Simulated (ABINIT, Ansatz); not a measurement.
# TaAl (Pm-3m): from the cell to the phonon bands, part 2 of 3

How does TaAl (Pm-3m) vibrate, and is this structure a minimum?

ABINIT 10.8.3; DFT PBEsol, scalar-relativistic, plane waves, PseudoDojo norm-conserving pseudopotentials.

So far. Step 3 (Self-consistent run for the response): The cell stands at -0.31 GPa: the relaxation ran with a smoothed and higher cutoff, and the difference is a stress of the finite basis. Step 4 (Zone-centre response): The acoustic modes at Γ come out as far as 4.3 cm⁻¹ from zero, where they should vanish, a small numerical error. The relaxed cell has a = 3.196 Å (conventional setting).

The structure was built from a prototype and need not be the compound's stable phase.

## 5. Linear response on the mesh

Linear response treats each wavevector of the 4×4×4 mesh in the unit cell; the first-order potentials are kept for the electron-phonon matrix elements.

The input, dfpt_q.abi:

```
ndtset 9

# wavevectors
qpt1 0.25 0.0 0.0
qpt2 0.5 0.0 0.0
qpt3 0.25 0.25 0.0
qpt4 0.5 0.25 0.0
qpt5 0.5 0.5 0.0
qpt6 0.25 0.25 0.25
qpt7 0.5 0.25 0.25
qpt8 0.5 0.5 0.25
qpt9 0.5 0.5 0.5

# displacements
getwfk_filepath "gso_WFK"
getwfq_filepath "gso_WFK"
kptopt 3
nqpt 1
rfphon 1
rfatpol 1 2
rfdir 1 1 1
tolvrs 1.0d-10
prtwf 0
prtpot 1

# basis, mesh and filling
ecut 25.0
ngkpt 8 8 8
nshiftk 1
shiftk 0.0 0.0 0.0
istwfk *1
occopt 6
tsmear 0.01
nband 14
nstep 100
diemac 1000000.0
prtebands 0
prtgsr 0
useylm 1

# cell and atoms
acell 6.039698078 6.039698078 6.039698078
rprim 
    1.0 0.0 0.0
    0.0 1.0 0.0
    0.0 0.0 1.0
ntypat 2
znucl 13 73
natom 2
typat 1 2
xred 
    0.0 0.0 0.0
    0.5 0.5 0.5
pp_dirpath "./pseudo"
pseudos "Al.upf, Ta.upf"
```

On the command line:

```bash
$ OMP_NUM_THREADS=1 mpirun -n 4 abinit dfpt_q.abi > dfpt_q.log
```

Numbers of over 12 decimals in the logs are rounded to 6 here.

dfpt_q.abo, the main output file:

```text
[banners, grids, parts of the stress and lines that vanish by symmetry left out]
- input  file    -> dfpt_q.abi
- output file    -> dfpt_q.abo
- root for input  files -> dfpt_qi
[...]
DATASET    1 : space group Pm -3 m (#221); Bravais cP (primitive cubic)
[...]
nfft =       27000          nkpt =         512
[...]
DATASET    2 : space group Pm -3 m (#221); Bravais cP (primitive cubic)
[...]
nfft =       27000          nkpt =         512
[...]
DATASET    3 : space group Pm -3 m (#221); Bravais cP (primitive cubic)
[...]
nfft =       27000          nkpt =         512
[...]
DATASET    4 : space group Pm -3 m (#221); Bravais cP (primitive cubic)
[...]
nfft =       27000          nkpt =         512
[...]
DATASET    8 : space group Pm -3 m (#221); Bravais cP (primitive cubic)
[...]
nfft =       27000          nkpt =         512
[...]
DATASET    9 : space group Pm -3 m (#221); Bravais cP (primitive cubic)
[...]
nfft =       27000          nkpt =         512
[...]
== DATASET  1 ==================================================================
[...]
cutoff_energies: {ecut:  25.0, pawecutdg:  -1.0, }
[...]
Perturbation : displacement of atom   1   along direction   1
[...]
-ETOT  1   143.97387449836      1.004E+02 6.927E-01 3.009E+06
 ETOT  2   1816.7840422980      1.673E+03 9.435E-01 3.914E+07
 ETOT  3   3.168234     -1.814E+03 4.858E-01 9.411E+03
 ETOT  4   2.760148     -4.081E-01 1.932E-02 5.271E+02
 ETOT  5   2.734341     -2.581E-02 5.146E-03 5.276E-01
[...]
At SCF step   12       vres2   =  2.63E-13 < tolvrs=  1.00E-10 =>converged.
[...]
Perturbation : displacement of atom   1   along direction   2
[...]
-ETOT  1   3.143607     -2.026E+01 3.497E-01 8.171E+02
[...]
At SCF step   11       vres2   =  1.59E-11 < tolvrs=  1.00E-10 =>converged.
[...]
Perturbation : displacement of atom   2   along direction   1
[...]
-ETOT  1   58.825895708126     -1.910E+03 5.612E+00 1.271E+06
[...]
At SCF step   12       vres2   =  2.95E-12 < tolvrs=  1.00E-10 =>converged.
[...]
Perturbation : displacement of atom   2   along direction   2
[...]
-ETOT  1   3.579622     -1.586E+03 5.969E+00 4.312E+02
[...]
At SCF step   11       vres2   =  9.35E-13 < tolvrs=  1.00E-10 =>converged.
[...]
Phonon wavevector (reduced coordinates) :  0.25000  0.00000  0.00000
 Phonon energies in Hartree :
[...]
Phonon frequencies in cm-1    :
- -3.308227E+01  5.979637E+01  5.979637E+01  2.843130E+02  2.843130E+02
-  2.882230E+02
[...]
== DATASET  2 ==================================================================
[...]
cutoff_energies: {ecut:  25.0, pawecutdg:  -1.0, }
[...]
Perturbation : displacement of atom   1   along direction   1
[...]
-ETOT  1   87.722505802633      4.316E+01 1.614E+00 4.731E+05
[...]
Perturbation : displacement of atom   1   along direction   2
[...]
-ETOT  1   3.045641     -1.987E+01 8.681E-01 7.163E+02
[...]
Perturbation : displacement of atom   2   along direction   1
[...]
-ETOT  1   29.648718752535     -1.957E+03 5.603E+00 1.732E+05
[...]
Perturbation : displacement of atom   2   along direction   2
[...]
-ETOT  1   3.382752     -1.577E+03 5.977E+00 1.749E+02
[...]
Phonon wavevector (reduced coordinates) :  0.50000  0.00000  0.00000
 Phonon energies in Hartree :
[...]
Phonon frequencies in cm-1    :
-  8.503043E+01  1.086919E+02  1.086919E+02  2.634582E+02  2.634582E+02
-  2.663054E+02
[...]
== DATASET  3 ==================================================================
[...]
cutoff_energies: {ecut:  25.0, pawecutdg:  -1.0, }
[...]
Perturbation : displacement of atom   1   along direction   1
[...]
-ETOT  1   36.488452915420      2.775E+00 5.654E-01 3.425E+05
[...]
Perturbation : displacement of atom   1   along direction   3
[...]
-ETOT  1   3.126619     -1.984E+01 6.977E-01 5.870E+02
[...]
Perturbation : displacement of atom   2   along direction   1
[...]
-ETOT  1   19.590805377563     -1.764E+03 3.100E+00 1.845E+05
[...]
Perturbation : displacement of atom   2   along direction   3
[...]
-ETOT  1   3.839330     -1.578E+03 5.951E+00 2.591E+02
[...]
Phonon wavevector (reduced coordinates) :  0.25000  0.25000  0.00000
 Phonon energies in Hartree :
[...]
Phonon frequencies in cm-1    :
- -1.129193E+02  8.760055E+01  1.133170E+02  2.620531E+02  2.836123E+02
-  3.054425E+02
[...]
== DATASET  4 ==================================================================
[...]
cutoff_energies: {ecut:  25.0, pawecutdg:  -1.0, }
[...]
Perturbation : displacement of atom   1   along direction   1
[...]
-ETOT  1   35.085955457391     -3.817E+00 1.060E+00 1.472E+05
[...]
Perturbation : displacement of atom   1   along direction   2
[...]
-ETOT  1   4.741372     -2.421E+01 5.133E-01 8.411E+03
[...]
Phonon wavevector (reduced coordinates) :  0.50000  0.25000  0.00000
 Phonon energies in Hartree :
[...]
Phonon frequencies in cm-1    :
- -7.691893E+01 -5.411838E+01  1.254842E+02  2.743347E+02  2.863429E+02
-  2.939802E+02
[...]
== DATASET  5 ==================================================================
[...]
Phonon wavevector (reduced coordinates) :  0.50000  0.50000  0.00000
 Phonon energies in Hartree :
[...]
Phonon frequencies in cm-1    :
- -1.302080E+02 -1.302080E+02  1.361881E+02  2.838688E+02  3.040357E+02
-  3.040357E+02
[...]
== DATASET  6 ==================================================================
[...]
Phonon wavevector (reduced coordinates) :  0.25000  0.25000  0.25000
 Phonon energies in Hartree :
[...]
Phonon frequencies in cm-1    :
- -5.468940E+01 -5.468940E+01  9.898614E+01  2.810808E+02  2.899546E+02
-  2.899546E+02
[...]
== DATASET  7 ==================================================================
[...]
Perturbation : displacement of atom   2   along direction   1
[...]
-ETOT  1   11.088255295652     -1.802E+03 5.631E+00 4.162E+04
[...]
Perturbation : displacement of atom   2   along direction   2
[...]
-ETOT  1   8.213013     -1.659E+03 3.937E+00 1.785E+04
[...]
Phonon wavevector (reduced coordinates) :  0.50000  0.25000  0.25000
 Phonon energies in Hartree :
[...]
Phonon frequencies in cm-1    :
- -6.492049E+01 -4.665554E+01  1.072816E+02  2.649570E+02  2.924226E+02
-  2.972842E+02
[...]
== DATASET  8 ==================================================================
[...]
cutoff_energies: {ecut:  25.0, pawecutdg:  -1.0, }
[...]
Perturbation : displacement of atom   1   along direction   1
[...]
-ETOT  1   5.399221     -2.668E+01 1.125E+00 8.350E+03
[...]
Perturbation : displacement of atom   1   along direction   3
[...]
-ETOT  1   4.135255     -2.210E+01 5.776E-01 3.544E+03
[...]
Perturbation : displacement of atom   2   along direction   1
[...]
-ETOT  1   5.804413     -1.747E+03 5.645E+00 1.347E+04
[...]
Perturbation : displacement of atom   2   along direction   3
[...]
-ETOT  1   8.912766     -1.634E+03 5.970E+00 1.381E+04
[...]
Phonon wavevector (reduced coordinates) :  0.50000  0.50000  0.25000
 Phonon energies in Hartree :
[...]
Phonon frequencies in cm-1    :
- -6.928444E+01 -6.928444E+01  1.166216E+02  2.676434E+02  2.813840E+02
-  2.813840E+02
[...]
== DATASET  9 ==================================================================
[...]
cutoff_energies: {ecut:  25.0, pawecutdg:  -1.0, }
[...]
Perturbation : displacement of atom   1   along direction   1
[...]
-ETOT  1   4.662572     -2.547E+01 1.169E+00 4.962E+03
[...]
At SCF step    8       vres2   =  7.20E-11 < tolvrs=  1.00E-10 =>converged.
[...]
Perturbation : displacement of atom   2   along direction   1
[...]
-ETOT  1   4.937494     -1.711E+03 5.659E+00 5.914E+03
[...]
ETOT  8   2.326573     -3.638E-12 1.704E-09 1.374E-10
 ETOT  9   2.326573      3.411E-12 9.897E-11 7.837E-11
 At SCF step    9       vres2   =  7.84E-11 < tolvrs=  1.00E-10 =>converged.
[...]
Phonon wavevector (reduced coordinates) :  0.50000  0.50000  0.50000
 Phonon energies in Hartree :
[...]
Phonon frequencies in cm-1    :
-  9.650961E+01  9.650961E+01  9.650961E+01  2.574977E+02  2.574977E+02
-  2.574977E+02
[...]
fcart6     0.0000000000E+00  0.0000000000E+00  0.0000000000E+00
   
================================================================================
```

It took 13 min on 4 MPI ranks of AMD EPYC 9R45, shared host.

Numbers from this step:

```yaml
lowest_mode_on_the_q_mesh_acoustic_ones_at_the_zone_centre_apart: -130.2 cm⁻¹
```

Frequencies (cm⁻¹) before the sum rule at the irreducible wavevectors but Γ, which is solved apart; negative means imaginary. Frequencies by wavevector:

| q (fractions) | star | mode 1 | mode 2 | mode 3 | mode 4 | mode 5 | mode 6 |
| --- | --- | --- | --- | --- | --- | --- | --- |
| 0.25 0 0 | 6 | -33.08 | 59.8 | 59.8 | 284.3 | 284.3 | 288.2 |
| 0.5 0 0 | 3 | 85.03 | 108.7 | 108.7 | 263.5 | 263.5 | 266.3 |
| 0.25 0.25 0 | 12 | -112.9 | 87.6 | 113.3 | 262.1 | 283.6 | 305.4 |
| 0.5 0.25 0 | 12 | -76.92 | -54.12 | 125.5 | 274.3 | 286.3 | 294 |
| 0.5 0.5 0 | 3 | -130.2 | -130.2 | 136.2 | 283.9 | 304 | 304 |
| 0.25 0.25 0.25 | 8 | -54.69 | -54.69 | 98.99 | 281.1 | 289.9 | 289.9 |
| 0.5 0.25 0.25 | 12 | -64.92 | -46.66 | 107.3 | 265 | 292.4 | 297.3 |
| 0.5 0.5 0.25 | 6 | -69.28 | -69.28 | 116.6 | 267.6 | 281.4 | 281.4 |
| 0.5 0.5 0.5 | 1 | 96.51 | 96.51 | 96.51 | 257.5 | 257.5 | 257.5 |

## 6. Interpolated phonon bands

anaddb transforms the dynamical matrices to force constants and back along the path; points of the mesh come back as solved, but for the sum rule and, in polar crystals, the LO-TO term at Γ; the rest is interpolation.

The input, anaddb.abi:

```
ddb_filepath "all_DDB"
output_file "anaddb.abo"
outdata_prefix "anaddb"
ifcflag 1
ngqpt 4 4 4
nqshft 1
q1shft 0.0 0.0 0.0
asr 1
chneut 0
dipdip 0
dipquad 0
quadquad 0
enunit 0
eivec 0
nph1l 62
qph1l 
    0.0 0.0 0.0 1.0
    0.0 0.05 0.0 1.0
    0.0 0.1 0.0 1.0
    0.0 0.15 0.0 1.0
    0.0 0.2 0.0 1.0
    0.0 0.25 0.0 1.0
    0.0 0.3 0.0 1.0
    0.0 0.35 0.0 1.0
    0.0 0.4 0.0 1.0
    0.0 0.45 0.0 1.0
    0.0 0.5 0.0 1.0
    0.05 0.5 0.0 1.0
    0.1 0.5 0.0 1.0
    0.15 0.5 0.0 1.0
    0.2 0.5 0.0 1.0
    0.25 0.5 0.0 1.0
    0.3 0.5 0.0 1.0
    0.35 0.5 0.0 1.0
    0.4 0.5 0.0 1.0
    0.45 0.5 0.0 1.0
    0.5 0.5 0.0 1.0
    0.45 0.45 0.0 1.0
    0.4 0.4 0.0 1.0
    0.35 0.35 0.0 1.0
    0.3 0.3 0.0 1.0
    0.25 0.25 0.0 1.0
    0.2 0.2 0.0 1.0
    0.15 0.15 0.0 1.0
    0.1 0.1 0.0 1.0
    0.05 0.05 0.0 1.0
    0.0 0.0 0.0 1.0
    0.05 0.05 0.05 1.0
    0.1 0.1 0.1 1.0
    0.15 0.15 0.15 1.0
    0.2 0.2 0.2 1.0
    0.25 0.25 0.25 1.0
    0.3 0.3 0.3 1.0
    0.35 0.35 0.35 1.0
    0.4 0.4 0.4 1.0
    0.45 0.45 0.45 1.0
    0.5 0.5 0.5 1.0
    0.45 0.5 0.45 1.0
    0.4 0.5 0.4 1.0
    0.35 0.5 0.35 1.0
    0.3 0.5 0.3 1.0
    0.25 0.5 0.25 1.0
    0.2 0.5 0.2 1.0
    0.15 0.5 0.15 1.0
    0.1 0.5 0.1 1.0
    0.05 0.5 0.05 1.0
    0.0 0.5 0.0 1.0
    0.5 0.5 0.5 1.0
    0.5 0.5 0.45 1.0
    0.5 0.5 0.4 1.0
    0.5 0.5 0.35 1.0
    0.5 0.5 0.3 1.0
    0.5 0.5 0.25 1.0
    0.5 0.5 0.2 1.0
    0.5 0.5 0.15 1.0
    0.5 0.5 0.1 1.0
    0.5 0.5 0.05 1.0
    0.5 0.5 0.0 1.0
```

The input, mrgddb.in:

```
all_DDB
merged
10
dfpt_gammao_DDB
dfpt_qo_DS1_DDB
dfpt_qo_DS2_DDB
dfpt_qo_DS3_DDB
dfpt_qo_DS4_DDB
dfpt_qo_DS5_DDB
dfpt_qo_DS6_DDB
dfpt_qo_DS7_DDB
dfpt_qo_DS8_DDB
dfpt_qo_DS9_DDB
```

On the command line:

```bash
$ mrgddb < mrgddb.in > mrgddb.log
$ OMP_NUM_THREADS=1 anaddb anaddb.abi > anaddb.log
```

anaddb.abo, the main output file:

```text
[banners, grids, parts of the stress and lines that vanish by symmetry left out]
-outvars_anaddb: echo values of input variables ----------------------

 Flags :
[...]
Phonon wavevector (reduced coordinates) :  0.00000  0.00000  0.00000
 Phonon energies in Hartree :
[...]
Phonon frequencies in cm-1    :
-  0.000000E+00  0.000000E+00  0.000000E+00  2.953059E+02  2.953059E+02
-  2.953059E+02
[...]
Phonon wavevector (reduced coordinates) :  0.00000  0.05000  0.00000
 Phonon energies in Hartree :
[...]
Phonon frequencies in cm-1    :
- -1.417320E+01  1.047249E+01  1.047249E+01  2.948999E+02  2.948999E+02
-  2.951540E+02
[...]
Phonon wavevector (reduced coordinates) :  0.00000  0.10000  0.00000
 Phonon energies in Hartree :
[...]
Phonon frequencies in cm-1    :
- -2.661908E+01  2.142429E+01  2.142429E+01  2.936572E+02  2.936572E+02
-  2.946178E+02
[...]
Phonon wavevector (reduced coordinates) :  0.00000  0.15000  0.00000
 Phonon energies in Hartree :
[...]
Phonon frequencies in cm-1    :
- -3.553753E+01  3.322342E+01  3.322342E+01  2.915137E+02  2.915137E+02
-  2.934759E+02
[...]
Phonon wavevector (reduced coordinates) :  0.00000  0.20000  0.00000
 Phonon energies in Hartree :
[...]
Phonon frequencies in cm-1    :
- -3.886182E+01  4.601763E+01  4.601763E+01  2.883979E+02  2.883979E+02
-  2.914280E+02
[...]
Phonon wavevector (reduced coordinates) :  0.00000  0.25000  0.00000
 Phonon energies in Hartree :
[...]
Phonon frequencies in cm-1    :
- -3.335976E+01  5.964157E+01  5.964157E+01  2.842924E+02  2.842924E+02
-  2.882025E+02
  Phonon wavevector (reduced coordinates) :  0.00000  0.30000  0.00000
 Phonon energies in Hartree :
[...]
Phonon frequencies in cm-1    :
-  1.107453E+01  7.355492E+01  7.355492E+01  2.793259E+02  2.793259E+02
-  2.837065E+02
  Phonon wavevector (reduced coordinates) :  0.00000  0.35000  0.00000
 Phonon energies in Hartree :
[...]
Phonon frequencies in cm-1    :
-  4.609038E+01  8.681527E+01  8.681527E+01  2.738861E+02  2.738861E+02
-  2.782079E+02
  Phonon wavevector (reduced coordinates) :  0.00000  0.40000  0.00000
 Phonon energies in Hartree :
[...]
Phonon frequencies in cm-1    :
-  6.688988E+01  9.809685E+01  9.809685E+01  2.687136E+02  2.687136E+02
-  2.725165E+02
  Phonon wavevector (reduced coordinates) :  0.00000  0.45000  0.00000
 Phonon energies in Hartree :
[...]
Phonon frequencies in cm-1    :
-  8.022265E+01  1.058286E+02  1.058286E+02  2.648745E+02  2.648745E+02
-  2.680243E+02
  Phonon wavevector (reduced coordinates) :  0.00000  0.50000  0.00000
 Phonon energies in Hartree :
[...]
Phonon frequencies in cm-1    :
-  8.491612E+01  1.086025E+02  1.086025E+02  2.634377E+02  2.634377E+02
-  2.662852E+02
  Phonon wavevector (reduced coordinates) :  0.05000  0.50000  0.00000
 Phonon energies in Hartree :
[...]
Phonon frequencies in cm-1    :
-  8.049420E+01  1.044869E+02  1.096052E+02  2.640038E+02  2.647713E+02
-  2.683773E+02
  Phonon wavevector (reduced coordinates) :  0.10000  0.50000  0.00000
 Phonon energies in Hartree :
[...]
Phonon frequencies in cm-1    :
-  6.652073E+01  9.235752E+01  1.123963E+02  2.656262E+02  2.684762E+02
-  2.738540E+02
  Phonon wavevector (reduced coordinates) :  0.15000  0.50000  0.00000
 Phonon energies in Hartree :
[...]
Phonon frequencies in cm-1    :
-  3.735848E+01  7.171624E+01  1.164154E+02  2.680941E+02  2.738340E+02
-  2.809568E+02
[...]
Phonon wavevector (reduced coordinates) :  0.40000  0.50000  0.40000
 Phonon energies in Hartree :
[...]
Phonon frequencies in cm-1    :
-  6.511436E+01  7.541232E+01  9.449572E+01  2.581196E+02  2.675750E+02
-  2.686067E+02
  Phonon wavevector (reduced coordinates) :  0.35000  0.50000  0.35000
 Phonon energies in Hartree :
[...]
Phonon frequencies in cm-1    :
-  1.291814E+01  4.669907E+01  9.565623E+01  2.599835E+02  2.787314E+02
-  2.787992E+02
  Phonon wavevector (reduced coordinates) :  0.30000  0.50000  0.30000
 Phonon energies in Hartree :
[...]
Phonon frequencies in cm-1    :
- -5.417483E+01 -2.924489E+01  1.004320E+02  2.627236E+02  2.876474E+02
-  2.901253E+02
  Phonon wavevector (reduced coordinates) :  0.25000  0.50000  0.25000
 Phonon energies in Hartree :
[...]
Phonon frequencies in cm-1    :
- -6.506393E+01 -4.684776E+01  1.071910E+02  2.649366E+02  2.924028E+02
-  2.972636E+02
  Phonon wavevector (reduced coordinates) :  0.20000  0.50000  0.20000
 Phonon energies in Hartree :
[...]
Phonon frequencies in cm-1    :
- -5.922540E+01 -3.498074E+01  1.127301E+02  2.655692E+02  2.913920E+02
-  2.974901E+02
  Phonon wavevector (reduced coordinates) :  0.15000  0.50000  0.15000
 Phonon energies in Hartree :
[...]
Phonon frequencies in cm-1    :
- -3.196152E+01  4.360103E+01  1.147362E+02  2.648868E+02  2.850291E+02
-  2.908846E+02
[...]
Phonon wavevector (reduced coordinates) :  0.50000  0.50000  0.05000
 Phonon energies in Hartree :
[...]
Phonon frequencies in cm-1    :
- -1.281033E+02 -1.281033E+02  1.351676E+02  2.829284E+02  3.029108E+02
-  3.029108E+02
  Phonon wavevector (reduced coordinates) :  0.50000  0.50000  0.00000
 Phonon energies in Hartree :
[...]
Phonon frequencies in cm-1    :
- -1.302768E+02 -1.302768E+02  1.361167E+02  2.838498E+02  3.040155E+02
-  3.040155E+02
-
```

The job ended after 0.68 s (1 thread).

Read from the output:

```
lowest frequency on the path : -130.3 cm⁻¹
```

Anaddb. The phonon branches at the labelled points (cm⁻¹):

| point | branch 1 | branch 2 | branch 3 | branch 4 | branch 5 | branch 6 |
| --- | --- | --- | --- | --- | --- | --- |
| Γ | 0 | 0 | 0 | 295 | 295 | 295 |
| halfway | -33 | 60 | 60 | 284 | 284 | 288 |
| X | 85 | 109 | 109 | 263 | 263 | 266 |
| halfway | -77 | -54 | 125 | 274 | 286 | 294 |
| M | -130 | -130 | 136 | 284 | 304 | 304 |
| halfway | -113 | 88 | 113 | 262 | 284 | 305 |
| Γ | 0 | 0 | 0 | 295 | 295 | 295 |
| halfway | -55 | -55 | 99 | 281 | 290 | 290 |
| R | 96 | 96 | 96 | 258 | 258 | 258 |
| halfway | -65 | -47 | 107 | 265 | 292 | 297 |
| X | 85 | 109 | 109 | 263 | 263 | 266 |
| jump to R | 96 | 96 | 96 | 258 | 258 | 258 |
| halfway | -69 | -69 | 116 | 268 | 281 | 281 |
| M | -130 | -130 | 136 | 284 | 304 | 304 |

The phonon branches as a text plot (rows in cm⁻¹):

```
    297 |****      *************************       ****       ***
    279 |   ***   ***************   *   *****     **  ***   *****
    260 |      ****          **      ***    ******************
    242 |
    224 |
    206 |
    188 |
    170 |
    151 |
    133 |           ******                                    ***
    115 |       ****      *****      ***            ******  **
     97 |      * *         **           *    *******    * **
     79 |    ******          * *    *       **   *     ***
     61 |   *                 * *        ****    *         *
     42 |     *   **           *   *       *      *   **
     24 | **                    **
      6 |*   *                   **      **       *
    -12 |*
    -30 | ***             *      * *               * **     *
    -49 |          *                *   *          **
    -67 |                       *    ***            **       *
    -85 |           *          *
   -103 |           **   *    *                               *
   -121 |            *********                                 **
         Γ      X      M          Γ            R        X|R     M
```

The path dips to 130i cm⁻¹.

(Continued in part 3 of 3.)

[Host names and launcher messages were left out of these logs when they were recorded.]

[Logs are printed without paths, hosts, clocks, repeated set-up lines and the standing remarks that a program may print on its own settings, such as how far it seeks lower states.]

[Hosts, paths, dates, database ids (printed as entryN), source tags and the programs' standing remarks are cut or masked in the printed files.]
